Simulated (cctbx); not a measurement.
**What resolution and counting buy: Ba5Ta6Mn2**

Space group Pbam (no. 55), a = 12.1910 Å, b = 14.4210 Å, c = 4.5840 Å, α = 90.00°, β = 90.00°, γ = 90.00°.

| atom | mult. | x | y | z | Ueq (Å²) |
| --- | --- | --- | --- | --- | --- |
| Ta1 | 4 | 0.1580 | 0.5920 | 0 | 0.0029 |
| Ta2 | 4 | 0.3434 | 0.8205 | 1/2 | 0.0025 |
| Ta3 | 4 | 0.5236 | 0.6017 | 0 | 0.0042 |
| Ba1 | 4 | 0.5947 | 0.7507 | 1/2 | 0.0027 |
| Ba2 | 2 | 1/2 | 0 | 1/2 | 0.0033 |
| Ba3 | 4 | 0.1745 | 0.0154 | 1/2 | 0.0028 |
| Mn1 | 4 | 0.1660 | 0.2100 | 0 | 0.0037 |

The model was made for the exercise: a known structure type with other elements put in, its volume estimated, not relaxed; displacement parameters are assumed.

Five simulated data sets (cctbx; Ag Kα, λ = 0.56087 Å; 2 % proportional error) differ in resolution or exposure (noise floor 2 counts in the first three, 8 in the last two). Each is refined with the right model, isotropic at 1.1 Å and anisotropic otherwise. How do the figures of merit and the uncertainties move?

```csv
d min (Å),top counts,"⟨I/σ⟩ (unmerged, absences included)",unique,param. (scale apart),Rint,R1,GooF,largest s.u. xyz (fractional),s.u. U of Mn1 (Å²),largest error (Å)
1.1,70000,20.0,368,19,0.019,0.0083,1.08,0.00009,0.0003,0.0010
0.84,70000,19.9,814,40,0.021,0.0072,0.93,0.00005,0.0003,0.0008
0.6,70000,17.3,2149,40,0.022,0.0085,0.94,0.00003,0.0001,0.0003
0.75,300,0.6,1121,40,0.584,0.1178,0.95,0.00278,0.0129,0.0486
0.75,3000,3.7,1121,40,0.121,0.0385,0.95,0.00037,0.0016,0.0062
```

The number of reflections grows roughly as 1/d³: 368, 814 and 2149 here. R1 follows the noise rather than the truth: at 300 counts it is 0.1178, at 3000 counts 0.0385, while GooF is 0.95 and 0.95: the weights 1/σ² carry the noise. The s.u. of U (U11 where anisotropic) for Mn1 goes 0.0003, 0.0003, 0.0001 Å² with resolution and 0.0129, 0.0016 Å² with exposure.

Hardware for the 0.6 Å refinement: 0.61 s on 1 thread of Arm Neoverse N1, on a shared host, peak memory 0.09 GiB.

[Logs are printed without paths, hosts, clocks, repeated set-up lines and the standing remarks that a program may print on its own settings, such as how far it seeks lower states.]
